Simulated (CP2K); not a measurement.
3-methylthiothiophene has these distinct S atoms: S2 (bonded to 2 C) and S6 (bonded to 2 C).

```xyz
13

C     2.3083    0.2356    0.4968
S     1.4603   -0.9879   -0.5493
C    -0.2309   -0.5428   -0.2980
C    -0.8291    0.7085   -0.6559
C    -2.1806    0.7335   -0.4121
S    -2.7380   -0.7624    0.2288
C    -1.1593   -1.4359    0.2038
H     3.3802    0.0151    0.4149
H     2.1295    1.2593    0.1456
H     1.9984    0.1370    1.5442
H    -0.2786    1.5420   -1.0866
H    -2.8816    1.5431   -0.5917
H    -0.9785   -2.4451    0.5596
```

Their partial S L₂,₃ spectra (CP2K XAS_TDP, all-electron GAPW, PBEh(45%), aug-cc-pVDZ, TDA, GW2X-corrected core level, ZORA, spin–orbit coupling) are given in random order, each times the number of alike atoms.

Gaussian full width 0.5 eV, oscillator strength per eV, alike atoms added, rows of zeros left out:

```csv
E (eV),curve 1,curve 2
166.75,0.003,0.000
167.00,0.005,0.001
167.25,0.004,0.003
167.50,0.002,0.006
167.75,0.010,0.006
168.00,0.024,0.003
168.25,0.018,0.002
168.50,0.005,0.005
168.75,0.005,0.008
169.00,0.015,0.009
169.25,0.015,0.014
169.50,0.007,0.023
169.75,0.003,0.014
170.00,0.003,0.005
170.25,0.004,0.006
170.50,0.003,0.016
170.75,0.004,0.016
171.00,0.005,0.010
171.25,0.004,0.006
171.50,0.003,0.004
171.75,0.002,0.005
172.00,0.002,0.005
172.25,0.002,0.004
```

Q: Which curve belongs to which atom?

Curve 1: S2 (bonded to 2 C), leading line at 167.99 eV (f = 0.002 an atom). Curve 2: S6 (bonded to 2 C), leading line at 168.91 eV (f = 0.004 an atom). The leading line of an atom is its first one with 35 % of the strongest within 2.5 eV of its lowest line over the strength cut. A line lies at the core ionisation energy, which rises as an atom loses charge to its neighbours or to a π system, less the term value, which is large for a low π* or σ* orbital with weight on that atom.

[Banner, clock and machine lines of the logs are left out without a mark of their own.]

[Logs are printed without paths, hosts, clocks, repeated set-up lines and the standing remarks that a program may print on its own settings, such as how far it seeks lower states.]

[Hosts, paths, dates, database ids (printed as entryN), source tags and the programs' standing remarks are cut or masked in the printed files.]
